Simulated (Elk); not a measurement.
Planning a run of Elk 11.2.3 (patched build) on KI (Fm-3m). The input:

```
tasks
  185
  186
  187

xctype
  20

rgkmax
  8.5

gmaxvr
  18.0

lmaxapw
  10

lmaxo
  8

nxlo
  2

lorbcnd
  .true.

autolinengy
  .true.

tshift
  .false.

ngridk
  4 4 4

vkloff
  0.05 0.15 0.25

nempty
  10

swidth
  0.00551

scissor
  0.07013

gmaxrf
  2.5

wplot
  297 100 0
  0.0 0.5467

optcomp
  1 1
  2 2
  3 3

nvbse
  3

ncbse
  3

bsefull
  .true.

sppath
  './'

avec
  0.0000000000 6.6759772099 6.6759772099
  6.6759772099 0.0000000000 6.6759772099
  6.6759772099 6.6759772099 -0.0000000000

atoms
  2
  'K.in'
  1
  0.0000000000 0.0000000000 0.0000000000
  'I.in'
  1
  0.5000000000 0.5000000000 0.5000000000
```

```sh
OMP_NUM_THREADS=4 elk > log
```

How long will it take on 4 threads of Arm Neoverse V1, shared host, and how much memory?

It took 2.1 min; on shared hardware allow 62 s to 4.1 min. Peak host memory was 0.25 GiB.

The matrix is small, so building the kernel's matrix elements and any screening outweighs its diagonalisation.

[Paths, hosts, dates, memory and timing lines, banners, echoed tables and standing remarks are left out of the program output.]

[Logs are printed without paths, hosts, clocks, repeated set-up lines and the standing remarks that a program may print on its own settings, such as how far it seeks lower states.]

[Runs of the session that timed out or met a known fault of the program may be left out.]

[Hosts, paths, dates, database ids (printed as entryN), source tags and the programs' standing remarks are cut or masked in the printed files.]
